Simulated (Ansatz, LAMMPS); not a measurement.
# Settings and their price: glassy 67P2O5-33Li2O (mol %) (68 atoms)

Density of this cell: 2.50 g/cm³. The cell holds 68 atoms: 16 P, 8 Li and 44 O. Its edges and angles: a = 9.413 Å, b = 9.413 Å, c = 9.413 Å, α = 90.0°, β = 90.0°, γ = 90.0°. 68 atoms (16 P, 8 Li, 44 O) placed at random at 2.39 g/cm³, melted at 4000 K for 10 ps at fixed volume with the Morse and Coulomb pair potential with partial charges (Pedone, Malavasi, Menziani, Cormack and Segre, J. Phys. Chem. B 110, 11780 (2006)). Quenched from 4000 K to 300 K at 20 K/ps and fixed volume, held 10 ps at zero pressure.

Geometry: as built.

Reference run: Kohn-Sham DFT, PBE, PAW (set soft_2), plane waves (Ansatz 0.2.0), cutoff 420 eV, Γ point, gaussian smearing of 0.025 eV.

| Item | Value |
| --- | --- |
| r.m.s. force component | 1.505 eV/Å |
| pressure | 2.233 GPa |
| gap (highest filled to lowest empty level) | 1.238 eV |
| SCF cycles | 10 |
| time | 3.8 s on 4 threads of AMD EPYC 9R45, shared host |

Q: Estimate how much each variant changes the results, and its time and memory.
- support functions low
- support functions medium
- support functions medium, radius 3.48 Å
- support functions medium, radius 3.73 Å
- support functions medium, radius 3.94 Å
- crystal.symmetry.detect = false

Each row is set against the plane-wave reference (Kohn-Sham DFT, PBE, PAW (set soft_2), plane waves; r.m.s. force component 1.51 eV/Å). Energies are set beside the reference only for runs with its functional, potentials and electron count. Times are for 4 threads of AMD EPYC 9R45, shared host. The reference's time includes the DOS, the stress and grids, which some other runs skip.

```tsv
run	Δ force, r.m.s. (meV/Å)	share of r.m.s. force (%)	Δ energy (meV/atom)	Δ pressure (GPa)	Δ gap (eV)	cycles	time	host memory (GiB)
reference	-	-	-	-	-	10	3.8 s	0.99
support functions low	0.765	0.0508	-5.21	-	5.0e-4	12	31 s	2.7
support functions medium	0.77	0.0511	-5.22	-	1.0e-4	13	33 s	2.7
support functions medium, radius 3.48 Å	0.816	0.0542	-5.22	-	-1.0e-4	13	30 s	2.6
support functions medium, radius 3.73 Å	0.766	0.0509	-5.22	-	2.0e-4	13	35 s	2.9
support functions medium, radius 3.94 Å	0.765	0.0508	-5.22	-	1.0e-4	13	41 s	3.2
crystal.symmetry.detect = false	0	0	-	0	0	10	2.8 s	0.97
```

Among numerical settings the force difference runs from 0 meV/Å (crystal.symmetry.detect = false) to 0.82 meV/Å (support functions medium, radius 3.48 Å). At 68 atoms the fastest of the runs at a preset level, support functions low, takes roughly 8.3 times the time of plane waves (whose run also made extra analyses, so the like-for-like ratio is larger), in 12 SCF cycles against 10. Differences between support functions and plane waves include what basis error the plane-wave run still has. The force difference hardly changes among these support-function runs, which points to the basis of the plane-wave reference as its main source. As the radius goes from 3.48 to 3.94 Å, the force difference goes from 0.82 to 0.77 meV/Å, and the time from 30 s to 41 s. 

[Logs are printed without paths, hosts, clocks, repeated set-up lines and the standing remarks that a program may print on its own settings, such as how far it seeks lower states.]

[Hosts, paths, dates, database ids (printed as entryN), source tags and the programs' standing remarks are cut or masked in the printed files.]
